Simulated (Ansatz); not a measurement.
# Formation energy and levels of the vacancy V_N in AlN (F-43m), part 2 of 2

Wanted: the transition levels of a vacancy in AlN (F-43m), from a cell of 54 host atoms with 1 N taken out.

Ansatz; place-levels on r2SCAN runs: charge-transition levels and formation energies with image-charge correction and potential alignment at the atomic sites; PAW set soft_1.

So far. Step 3 (place-levels, r2SCAN): Under r2SCAN the gap is 3.92 eV, (+3/+2) -0.21 (outside the gap), (+2/+1) 0.39, (+1/0) 3.59, (0/−1) 4.34 (outside the gap) eV.

## (4) The same at the relaxations' own k-points

The relaxations' own energies give the levels at their sampling, for comparison.

The input, levels.relax_mesh.yaml:

```yaml
host:
  run: host.relax.run
states: [qm1.relax.run, q0_M1.relax.run, qp1.relax.run, qp2_M1.relax.run, qp3.relax.run]
chemical_potentials:
  "N":
    energy: -384.814403
    dataset: "<sha256 of the dataset>"
```

On the command line:

```console
ansatz place-levels levels.relax_mesh.yaml -- --threads 4 --pin off --max-ram 7536MiB
```

Numbers of over 12 decimals in the logs are rounded to 6 here.

What it wrote:

```text
(+3/+2) 0.503 eV beneath the valence edge, in the valence band
(+2/+1) 0.125 eV above the valence edge, 3.746 eV under the conduction edge
(+1/0) 3.678 eV above the valence edge, 0.192 eV under the conduction edge
(0/-1) 4.395 eV above the valence edge, in the conduction band
formation energy of charge +3: +2.538 eV with the Fermi level at the valence edge
formation energy of charge +2: +2.035 eV with the Fermi level at the valence edge
formation energy of charge +1: +2.160 eV with the Fermi level at the valence edge
formation energy of charge 0: +5.838 eV with the Fermi level at the valence edge
formation energy of charge -1: +10.233 eV with the Fermi level at the valence edge
  edges by r2scan, gap 3.870 eV; the host is sampled to repeats of 9.27 Å
[... the lines on each state left out ...]
```

Run time: 0.3 s. Hardware: 4 threads of Intel Xeon Platinum 8259CL at 2.50GHz (Skylake/Cascade Lake), shared host.

Levels between neighbouring charges, in eV above the valence top:

|  | gap (eV) | (+3/+2) | (+2/+1) | (+1/0) | (0/−1) |
| --- | --- | --- | --- | --- | --- |
| one point at (¼, ¼, ¼) | 3.87 | -0.50 | 0.12 | 3.68 | 4.40 |
| a 2×2×2 shifted mesh | 3.92 | -0.21 | 0.39 | 3.59 | 4.34 |

Going from one point at (¼, ¼, ¼) to a 2×2×2 shifted mesh moves the levels that carry no band-filling term by up to 0.29 eV and formation energies against the elements by up to 0.57 eV.

## (5) place-levels, PBEsol

PBEsol on the same structure is run to see how far the result rests on the functional, though not on the errors that semilocal functionals share.

The input, qm1.pbesol/input.yaml:

```yaml
crystal:
  checkpoint: "../qm1.relax.run"
  host: checkpoint
total_charge: -1
basis:
  ecutwfc: 420
  xc_grid: 2
hamiltonian:
  xc: pbesol
  pseudopotentials: { kind: paw, azcp: { folder: soft_1 }, xc_functional: pbe }
kpoints:
  mp_grid: { grid: [2, 2, 2], shift: [0.5, 0.5, 0.5] }
scf:
  occupations: { method: fermi_dirac, width: 0.01 }
  max_iter: 80
output:
  forces: true
  eigenvalues: true
  charged_corrections:
    epsilon: 4.64
    static_epsilon: 8.51
    defect_position: [0.416667, 0.416667, 0.416667]
  eigenstates: { localisation: true }
  populations: true
  band_densities: [{ bands: [v1, v1] }, { bands: [c1, c1] }]
  write_density: true
  write_potential: true
  volumetric_format: npy
checkpoint:
  write: "../qm1.pbesol.run"
  compress: false
  write_wavefunctions: false
  write_every: 100000
```

Run time: 27 s. Hardware: 4 threads; peak memory 1.9 GiB.

The input, levels.pbesol.yaml:

```yaml
host:
  run: host.pbesol.run
  levels_from: { run: edges.pbesol.run }
states: [qm1.pbesol.run, q0_M1.pbesol.run, qp1.pbesol.run, qp2_M1.pbesol.run, qp3.pbesol.run]
geometry_from:
  qm1.pbesol.run: qm1.relax.run
  q0_M1.pbesol.run: q0_M1.relax.run
  qp1.pbesol.run: qp1.relax.run
  qp2_M1.pbesol.run: qp2_M1.relax.run
  qp3.pbesol.run: qp3.relax.run
  host.pbesol.run: host.relax.run
chemical_potentials:
  "N":
    energy: -378.476431
    dataset: "<sha256 of the dataset>"
```

On the command line:

```console
ansatz place-levels levels.pbesol.yaml -- --threads 4 --pin off --max-ram 7536MiB
```

What it wrote:

```text
(+3/+2) 0.308 eV beneath the valence edge, in the valence band
(+2/+1) 0.061 eV above the valence edge, 3.119 eV under the conduction edge
(+1/0) 3.271 eV above the valence edge, in the conduction band
(0/-1) 3.584 eV above the valence edge (+3.797 eV without the band-filling correction), in the conduction band
formation energy of charge +3: +2.728 eV with the Fermi level at the valence edge
formation energy of charge +2: +2.420 eV with the Fermi level at the valence edge
formation energy of charge +1: +2.481 eV with the Fermi level at the valence edge
formation energy of charge 0: +5.752 eV with the Fermi level at the valence edge
formation energy of charge -1: +9.336 eV with the Fermi level at the valence edge
  edges by pbesol of host.levels_from (edges.pbesol.run), its mesh sampled to repeats of 33.99 Å (the valence edge +0.058 eV and the conduction edge -0.411 eV from those of the host's own run), gap 3.179 eV; the host is sampled to repeats of 18.54 Å
[... the lines on each state left out ...]
```

Wall time 0.62 s (4 threads).

Under PBEsol the gap is 3.18 eV, (+3/+2) -0.31 (outside the gap), (+2/+1) 0.06, (+1/0) 3.27 (outside the gap), (0/−1) 3.58 (outside the gap) (with band filling) eV.

## (6) Side by side

Levels between neighbouring charges, in eV above each run's own valence top:

|  | gap (eV) | (+3/+2) | (+2/+1) | (+1/0) | (0/−1) | CPU time a state at this stage (restarts are quicker than cold starts) |
| --- | --- | --- | --- | --- | --- | --- |
| r2SCAN, 2×2×2 shifted mesh | 3.92 | -0.21 | 0.39 | 3.59 | 4.34 | 4.8 min |
| PBEsol on r2SCAN structures, 2×2×2 shifted mesh | 3.18 | -0.31 | 0.06 | 3.27 | 3.58 | 2.6 min |

## (7) Results

| Property | Result |
| --- | --- |
| gap of the host | 3.92 eV (r2SCAN) |
| level (plus 3/plus 2) | 0.21 eV below the valence top |
| level (plus 2/plus 1) | 0.39 eV above the valence top |
| level (plus 1/0) | 3.59 eV above the valence top |
| level (0/minus 1) | 4.34 eV above the valence top, past the conduction bottom |
| lowest of the charges placed, just above the valence top (0.02 eV) | +2 |
| lowest of the charges placed, just below the conduction bottom (0.02 eV) | 0 |
| lowest formation energy at mid-gap of the charges run, elemental references | 4.69 eV |

**Reading.** Of the charges placed (−1, 0, +1, +2 and +3), the lowest changes at 0.39 eV (+2/+1) and 3.59 eV (+1/0) above the valence top, in a gap of 3.92 eV. (+2/+1) lies nearer to a band edge than the share of the finite-size correction in it (0.64 eV), and that correction holds for a localised charge alone. States placed: +3 at 0 μB; +2 at 1 μB; +1 at 0 μB; 0 at 1 μB; −1 at 0 μB. Other spin states or structures, where not listed, weren't placed. Corrections reach 1.9 eV, so the cell is small for these charges and their levels are rough. Going from one point at (¼, ¼, ¼) to a 2×2×2 shifted mesh moves the levels that carry no band-filling term by up to 0.29 eV and formation energies against the elements by up to 0.57 eV. The program doubts the alignment of potentials for at least one state, a sign that the cell is small. Limits: r2SCAN makes the gap too small and tends to spread out bound carriers; where a gas molecule sets a chemical potential or the host's formation energy, its binding is uncorrected; force components of up to 0.26 eV/Å remain in a run at the final settings.

[Logs are printed without paths, hosts, clocks, repeated set-up lines and the standing remarks that a program may print on its own settings, such as how far it seeks lower states.]

[Hosts, paths, dates, database ids (printed as entryN), source tags and the programs' standing remarks are cut or masked in the printed files.]

[Where a table of states has a column of steps, it counts the stored structures, which are thinned; the runs took as many ionic steps or more.]

[A defect's name tells the site on which it was built; relaxed atoms can leave that site.]

[For some hosts the program warned that the k-mesh of the response run may be too coarse for force constants and the static dielectric constant; such warnings are not shown here.]
